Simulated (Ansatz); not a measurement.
# SiCl3 (built on the sites of a database entry of SnI3): phonons and vibrational spectra, part 2 of 2

Wanted: phonon frequencies of SiCl3 (built on the sites of a database entry of SnI3) and what follows from them.

Ansatz 0.2.0; DFT PBE, scalar-relativistic, plane waves, norm-conserving pseudopotentials.

So far. Step 3 (Relaxing to small forces for the phonons): The forces vanish by symmetry and the pressure is 0.007 GPa, within the tolerances set. The cell now holds 26.54 Å³/atom. Step 4 (Zone-centre response): Before it was imposed, the acoustic sum rule was missed by 2.0e-5 eV/Å². Small misses are needed for a sound result but don't prove that mesh and cutoff are converged. The lowest optical mode is imaginary, 258.2i cm⁻¹, so the energy falls along it. The relaxed cell has a = 4.735 Å (conventional setting).

The structure was built from a prototype and need not be the compound's stable phase.

## (5) The dispersion

Stability and thermal properties need the whole zone. Linear response on a 2×2×2 q mesh gives force constants as far as a supercell of that size would.

File input.yaml:

```yaml
crystal:
  lattice:
    - [4.7349396865, 0.0, 0.0]
    - [0.0, 4.7349396865, 0.0]
    - [0.0, 0.0, 4.7349396865]
  atoms:
    - { symbol: Si, position: [0.0, 0.0, 0.0] }
    - { symbol: Cl, position: [0.5, 0.0, 0.0] }
    - { symbol: Cl, position: [0.0, 0.0, 0.5] }
    - { symbol: Cl, position: [0.0, 0.5, 0.0] }
kpoints:
  mp_grid: { grid: [10, 10, 10] }
hamiltonian:
  xc: pbe
  pseudopotentials: { kind: nc }
scf:
  occupations: { method: methfessel_paxton, width: 0.2 }
output:
  eigenvalues: true
phonons:
  method: dfpt
  qmesh: [2, 2, 2]
  temperatures: { t_max: 1000, t_step: 50 }
  qpath:
    path:
      - [[0.0, 0.0, 0.0], [0.0, 0.5, 0.0], [0.5, 0.5, 0.0], [0.0, 0.0, 0.0], [0.5, 0.5, 0.5], [0.0, 0.5, 0.0]]
      - [[0.5, 0.5, 0.5], [0.5, 0.5, 0.0]]
    npoints: 10
```

Run with:

```sh
> ansatz run input.yaml --threads 4 --pin off --max-ram 14336MiB --backend cpu --events-out ev --progress --plain --runs-dir out
```

Numbers of over 12 decimals in the logs are rounded to 6 here.

The program printed:

```text
[...]
Crystal: 4 atoms, lattice volume = 106.156 Å³
Basis set: ecut = 789.130201 eV, 5377 PW (Γ), exchange–correlation on 90×90×90 points (8 copies of the dense FFT grid, shifted against one another)
Bands: 17, of which v1, the nominal top of the filled ones, is band 13 counted from 1 (12 counted from 0)
Symmetry: 48 space group operations
k-points: 56 of 1000
[...]
SCF iter   1: F=—  HF=-1456.343293 eV  |F-HF|=—  |Δ(HF+E_count)|=         —  Δρ=2.07e-2  dr2=4.44e-1  ethr=3.10e-3  ⟨swp⟩=8.9  Hψ=6651  notcnv=0
[...]
SCF iter   9: F=-1456.247772 eV  HF=-1456.247772 eV  |F-HF|=2.27e-13  |Δ(HF+E_count)|=  4.55e-13  S|Δr|=    0.00e0  Δρ=1.73e-8  dr2=4.22e-13  ethr=1.00e-12  ⟨swp⟩=10.4  Hψ=6122  notcnv=0
SCF 1 converged in 9 iterations: F = -1456.247772 eV  dr2 = 4.22e-13
phonons: the bands overlap, so this run is a metal and interpolates without the dipole-dipole term. If the crystal is really an insulator or semiconductor, its LO-TO splitting is missing
NSCF: frozen V_eff on 56 k-points
WARN: eigensolver did not converge in 4 slots of this pass, the one above among them; of largest residual over every band (k=25): 1 band(s) unlocked (lowest unlocked band 16, counted from 0; max residual 5.93e-2 eV among the unlocked bands, 5.93e-2 eV over every band); of lowest unlocked band (k=5): band 16
[...]
DFPT response loops at q = (0, 0, 0) (fractional): preconditioner auto → none (partly filled bands, converged f_vac=0.166); β = 0.50; Broyden in place of MSR1
[...]
SCF converged after 9 iterations
[...]
Free energy (F): -1456.247772 eV
[...]
Internal energy: -1456.251098 eV  (E = F + TS)
E sigma→0 (E₀):  -1456.248603 eV
Entropy (-TS):   0.003326 eV (0.832 meV/atom)
Fermi energy:    2.208242 eV
[...]
--- Band table (eV; the first three rows and the last of 56) ---
  k-point 0: bands = [... 9 lower, 0.1529, 0.2364, 0.2364, 0.2364, 7.6351, 8.3154, 8.3154, 8.3154]
  k-point 1: bands = [... 9 lower, 0.1330, 0.2171, 0.2171, 0.2708, 7.7575, 8.3358, 8.4505, 8.4505]
  k-point 2: bands = [... 9 lower, 0.0815, 0.2083, 0.2083, 0.4568, 8.0896, 8.3908, 8.6582, 8.8154]
  k-point 55: bands = [... 9 lower, 1.0673, 1.0673, 1.0673, 4.1168, 4.1168, 4.1168, 6.3148, 8.3704]
--- Phonons (Γ-DFPT): 3 representative perturbations + reference (Σ response iterations 7) ---
  ASR residual: 4.292e-5 → 0.000e0 eV/Å²; symmetrization residual: 1.095e-6 eV/Å²
  ASR residual per site (eV/Å²): 4.29e-5 2.37e-5 2.37e-5 2.37e-5
[...]
--- Phonons (arbitrary-q DFPT): 4 irreducible q on the 2×2×2 mesh ---
  q = [0.0000, 0.0000, 0.0000] (star 1, of the zone-centre solve; hermiticity 4.31e-7, symmetrization 1.07e-14): -258.25 -258.25 -258.25 -0.00 0.00 0.00 89.29 89.29 89.29 188.42 188.42 188.42
  q = [0.0000, 0.0000, -0.5000] (star 3, 7 solved perturbations in 1332 linear systems a pass and spin channel, the states on 216 of 1000 k-point pairs; hermiticity 3.23e-7, symmetrization 4.34e-14, the responses' own estimated error 7.6e-5 eV/Å²): -252.59 -252.59 63.09 63.69 63.69 101.89 101.89 111.54 127.77 176.81 176.81 300.35
[...]
sum rule: each row above includes the acoustic sum rule's correction from the zone centre's row sums; it moved no ω² by more than (0.64 cm⁻¹)²
  mesh force constants: q→R imaginary residual 8.37e-47; ASR residual 4.292e-5 → 0.000e0 eV/Å²; symmetrization residual 7.994e-15 eV/Å²
  interpolated dispersion: 62 rows × 12 modes
  density of states and harmonic sums: on the 14×14×14 q-mesh, interpolated from the force constants of a 2×2×2 supercell (no non-analytic term)
  largest difference from the sums on the solved wave vectors: F 4.73e-2 eV, S 4.92e-5 and C_V 1.10e-5 eV/K
  zero-point energy: 0.080869 eV/cell   skipped modes (ω ≤ 0): 336, of them read as no rigid motion or as one in doubt: 333 (2.722e0 modes/cell left out, lowest -258.25 cm⁻¹)   left out of the sums: 2.27e-1 of the cell's modes: C_V's classical limit lies that fraction below 3 k_B per atom; for a crystal, a wire or a layer, F and S can be off by more, and a phonons.interpolated_qmesh denser along its periods is the remedy for the sampling
```

Wall time 4.6 min (4 threads of Arm Neoverse V1, shared host); peak memory 2.2 GiB; 18 min of CPU time.

This step gave:

| Item | Value |
| --- | --- |
| sum-rule residual before enforcement | 4.29e-5 eV/Å² |
| lowest frequency on the path | -258.2 cm⁻¹ |
| highest frequency on the path or at a solved wavevector | 327.3 cm⁻¹ |
| lowest mode on the q mesh (acoustic modes at Γ apart) | -258.2 cm⁻¹ |

Frequencies (cm⁻¹) solved at each irreducible wavevector; negative means imaginary. Frequencies by wavevector, by row:

| q in reciprocal lattice units | star | mode 1 | mode 2 | mode 3 | mode 4 | mode 10 | mode 11 | mode 12 |
| --- | --- | --- | --- | --- | --- | --- | --- | --- |
| 0 0 0 | 1 | -258.2 | -258.2 | -258.2 | 0 | 188.4 | 188.4 | 188.4 |
| 0 0 -0.5 | 3 | -252.6 | -252.6 | 63.1 | 63.7 | 176.8 | 176.8 | 300.4 |
| 0 -0.5 -0.5 | 3 | -247.3 | -48.1 | 43 | 96.9 | 162.3 | 318.7 | 318.7 |
| -0.5 -0.5 -0.5 | 1 | -241.3 | -49.7 | -49.7 | -49.7 | 327.3 | 327.3 | 327.3 |

Interpolated from a 2×2×2 q mesh. The phonon branches at the labelled points (cm⁻¹):

| point | branch 1 | branch 2 | branch 3 | branch 4 | branch 9 | branch 10 | branch 11 | branch 12 |
| --- | --- | --- | --- | --- | --- | --- | --- | --- |
| Γ | -258 | -258 | -258 | 0 | 89 | 188 | 188 | 188 |
| halfway | -255 | -255 | -121 | 48 | 135 | 183 | 183 | 201 |
| X | -253 | -253 | 63 | 64 | 128 | 177 | 177 | 300 |
| halfway | -250 | -119 | 24 | 84 | 132 | 170 | 213 | 310 |
| M | -247 | -48 | 43 | 97 | 142 | 162 | 319 | 319 |
| halfway | -253 | -127 | -111 | 58 | 139 | 177 | 202 | 210 |
| Γ | -258 | -258 | -258 | 0 | 89 | 188 | 188 | 188 |
| halfway | -158 | -103 | -103 | 50 | 137 | 200 | 217 | 217 |
| R | -241 | -50 | -50 | -50 | 131 | 327 | 327 | 327 |
| halfway | -171 | -92 | 14 | 49 | 132 | 212 | 224 | 316 |
| X | -253 | -253 | 63 | 64 | 128 | 177 | 177 | 300 |
| jump to R | -241 | -50 | -50 | -50 | 131 | 327 | 327 | 327 |
| halfway | -197 | -49 | 40 | 40 | 136 | 224 | 323 | 323 |
| M | -247 | -48 | 43 | 97 | 142 | 162 | 319 | 319 |

Tetrahedra on a 14×14×14 mesh, mean over bins of 5 cm-1. Interpolated from a 2×2×2 q mesh. Table of phonon density of states by wavenumber; read off at these points:

| wavenumber (cm⁻¹) | phonon density of states (1/cm⁻¹/cell) |
| --- | --- |
| -258 | 0.00334 |
| -242 | 0.0315 |
| -228 | 0.0123 |
| -212 | 0.0129 |
| -192 | 0.0136 |
| -178 | 0.0121 |
| -162 | 0.00468 |
| -148 | 0.0062 |
| -132 | 0.00556 |
| -118 | 0.00569 |
| -98 | 0.00777 |
| -82 | 0.0081 |
| -68 | 0.00698 |
| -52 | 0.00728 |
| -38 | 0.0167 |
| -22 | 0.0142 |
| -2 | 0.00691 |
| 12 | 0.00551 |
| 28 | 0.00832 |
| 42 | 0.0167 |
| 58 | 0.0360 |
| 72 | 0.0436 |
| 82 | 0.0757 |
| 92 | 0.0685 |
| 102 | 0.0775 |
| 108 | 0.0706 |
| 122 | 0.0500 |
| 138 | 0.116 |
| 152 | 0 |
| 168 | 0.0109 |
| 178 | 0.0732 |
| 188 | 0.0472 |
| 202 | 0.0136 |
| 218 | 0.0117 |
| 232 | 0.0116 |
| 248 | 0.00936 |
| 262 | 0.00964 |
| 282 | 0.0144 |
| 298 | 0.0174 |
| 312 | 0.0253 |
| 328 | 0.00144 |

The partial phonon density of states has structure finer than the step of the table below, so its rows give means over 20 cm⁻¹, whole bins alone (the curve runs from -268 to 344 cm⁻¹). Peaks (cm⁻¹: height): Cl -198.9: 0.0185, -137.3: 0.0155, -41.1: 0.0191, 97.5: 0.0746, 136.0: 0.0896, 182.2: 0.0513; Si -237.4: 0.0255, -198.9: 0.0197, 182.2: 0.00995, 205.3: 0.0122, 247.7: 0.0182, 293.9: 0.0230, 317.0: 0.0227.

Phonopy on the run's constants, 13x13x13 mesh, Gaussian sigma 4.4 cm-1. Interpolated from a 2×2×2 q mesh. Partial phonon density of states against wavenumber; means over each step; values in 1/cm⁻¹/cell:

| wavenumber (cm⁻¹) | Cl | Si |
| --- | --- | --- |
| -240 | 0.00736 | 0.0179 |
| -220 | 0.00185 | 0.00118 |
| -200 | 0.0118 | 0.0116 |
| -180 | 0.00533 | 0.00170 |
| -160 | 0.00206 | 4.5e-4 |
| -140 | 0.00879 | 0.00355 |
| -120 | 0.00265 | 0.00111 |
| -100 | 0.00369 | 5.2e-4 |
| -80 | 0.00916 | 0.00111 |
| -60 | 0.00818 | 5.7e-4 |
| -40 | 0.0158 | 2.2e-4 |
| -20 | 0.0113 | 1.2e-4 |
| 0 | 0.00295 | 3.7e-5 |
| 20 | 0.00616 | 1.5e-4 |
| 40 | 0.0176 | 7.8e-4 |
| 60 | 0.0343 | 0.00244 |
| 80 | 0.0500 | 0.00530 |
| 100 | 0.0698 | 0.00322 |
| 120 | 0.0558 | 0.00348 |
| 140 | 0.0579 | 0.00230 |
| 160 | 0.00632 | 0.00116 |
| 180 | 0.0401 | 0.00769 |
| 200 | 0.0130 | 0.00925 |
| 220 | 0.00226 | 0.00342 |
| 240 | 0.00198 | 0.0115 |
| 260 | 0.00112 | 0.00787 |
| 280 | 3.3e-4 | 0.0106 |
| 300 | 3.4e-4 | 0.0190 |
| 320 | 4.0e-5 | 0.0152 |

Symmetry leaves 4 wavevectors to solve. The lowest mode among them, the acoustic zeros apart, lies at Γ and is imaginary, 258.2i cm⁻¹, so the energy falls along it.

## (6) Isotope substitution, element Cl, natural mass 35.45 amu

An isotope changes the mass and not the force constants, so no new electronic calculation is needed; the shifts show which modes move this element.

The same force constants with the mass of Cl changed from 35.450 to 36.966 u (phonopy, no LO-TO term). Both lists are sorted by frequency; levels can cross, so a row need not hold one and the same mode. Modes under 3 cm⁻¹ are left out. Isotope shifts, by row, the first 40 of 45 rows:

| q | rank | natural mass (cm⁻¹) | changed mass (cm⁻¹) |
| --- | --- | --- | --- |
| 0 0 0 | 1 | -258.2 | -256.9 |
| 0 0 0 | 2 | -258.2 | -256.9 |
| 0 0 0 | 3 | -258.2 | -256.9 |
| 0 0 0 | 7 | 89.29 | 87.44 |
| 0 0 0 | 8 | 89.29 | 87.44 |
| 0 0 0 | 9 | 89.29 | 87.44 |
| 0 0 0 | 10 | 188.4 | 184.7 |
| 0 0 0 | 11 | 188.4 | 184.7 |
| 0 0 0 | 12 | 188.4 | 184.7 |
| 0 0 -0.5 | 1 | -252.6 | -251.3 |
| 0 0 -0.5 | 2 | -252.6 | -251.3 |
| 0 0 -0.5 | 3 | 63.09 | 61.78 |
| 0 0 -0.5 | 4 | 63.69 | 62.57 |
| 0 0 -0.5 | 5 | 63.69 | 62.57 |
| 0 0 -0.5 | 6 | 101.9 | 99.78 |
| 0 0 -0.5 | 7 | 101.9 | 99.78 |
| 0 0 -0.5 | 8 | 111.5 | 109.2 |
| 0 0 -0.5 | 9 | 127.8 | 125.1 |
| 0 0 -0.5 | 10 | 176.8 | 173.5 |
| 0 0 -0.5 | 11 | 176.8 | 173.5 |
| 0 0 -0.5 | 12 | 300.4 | 300.3 |
| 0 -0.5 -0.5 | 1 | -247.3 | -246.1 |
| 0 -0.5 -0.5 | 2 | -48.08 | -47.09 |
| 0 -0.5 -0.5 | 3 | 43 | 42.11 |
| 0 -0.5 -0.5 | 4 | 96.87 | 94.87 |
| 0 -0.5 -0.5 | 5 | 96.87 | 94.87 |
| 0 -0.5 -0.5 | 6 | 100.7 | 98.65 |
| 0 -0.5 -0.5 | 7 | 100.7 | 98.65 |
| 0 -0.5 -0.5 | 8 | 137.4 | 134.5 |
| 0 -0.5 -0.5 | 9 | 141.7 | 138.7 |
| 0 -0.5 -0.5 | 10 | 162.3 | 159.8 |
| 0 -0.5 -0.5 | 11 | 318.7 | 318.7 |
| 0 -0.5 -0.5 | 12 | 318.7 | 318.7 |
| -0.5 -0.5 -0.5 | 1 | -241.3 | -236.3 |
| -0.5 -0.5 -0.5 | 2 | -49.66 | -48.63 |
| -0.5 -0.5 -0.5 | 3 | -49.66 | -48.63 |
| -0.5 -0.5 -0.5 | 4 | -49.66 | -48.63 |
| -0.5 -0.5 -0.5 | 5 | 123.2 | 120.7 |
| -0.5 -0.5 -0.5 | 6 | 123.2 | 120.7 |
| -0.5 -0.5 -0.5 | 7 | 130.7 | 128 |

A mode of this element alone would shift by -2.07 %. The highest zone-centre frequency without the field goes from 188.4 to 184.7 cm⁻¹ (-2.0 %).

## (7) Isotope substitution, element Si, natural mass 28.085 amu

The same for Si, from 28.09 to 29.97 u.

A mode of this element alone would shift by -3.20 %. The highest zone-centre frequency without the field goes from 188.4 to 188.2 cm⁻¹ (-0.1 %).

## (8) Summary of results

* space group after relaxation (within 0.01 Å): Pm-3m
* volume per atom: 26.5 Å³
* electronic character: no gap on this mesh
* highest optical mode at the zone centre (no LO-TO term): 188 cm⁻¹
* lowest optical zone-centre mode: -258 cm⁻¹
* lowest mode on the q mesh (acoustic modes at Γ apart): -258 cm⁻¹
* highest frequency on the path or at a solved wavevector: 327 cm⁻¹
* imaginary modes on the 2×2×2 q mesh: yes

**Reading.** Modes are clearly imaginary (beyond 10i cm⁻¹) at 4 of the 4 irreducible wavevectors, most at Γ (258.2i cm⁻¹), so this structure is not a minimum of the energy. The optical modes at Γ span -258 to 188 cm⁻¹ (negative means imaginary). The highest mode in this list at Γ, 188.4 cm⁻¹, is mostly motion of Cl (97 % of the kinetic energy). With no gap, or one that is small against the smearing, the frequencies hang on the k mesh and the smearing, most of all near Kohn anomalies. The phonon runs are without spin polarisation, although the cell has an odd electron count. A phonon run warned that its eigensolver left some bands unconverged in a pass. The starting cell was built on a prototype and not taken from a measurement, so the phase need not exist. These are harmonic frequencies at zero temperature: anharmonic shifts, linewidths and thermal expansion are left out.

[Logs are printed without paths, hosts, clocks, repeated set-up lines and the standing remarks that a program may print on its own settings, such as how far it seeks lower states.]

[Hosts, paths, dates, database ids (printed as entryN), source tags and the programs' standing remarks are cut or masked in the printed files.]
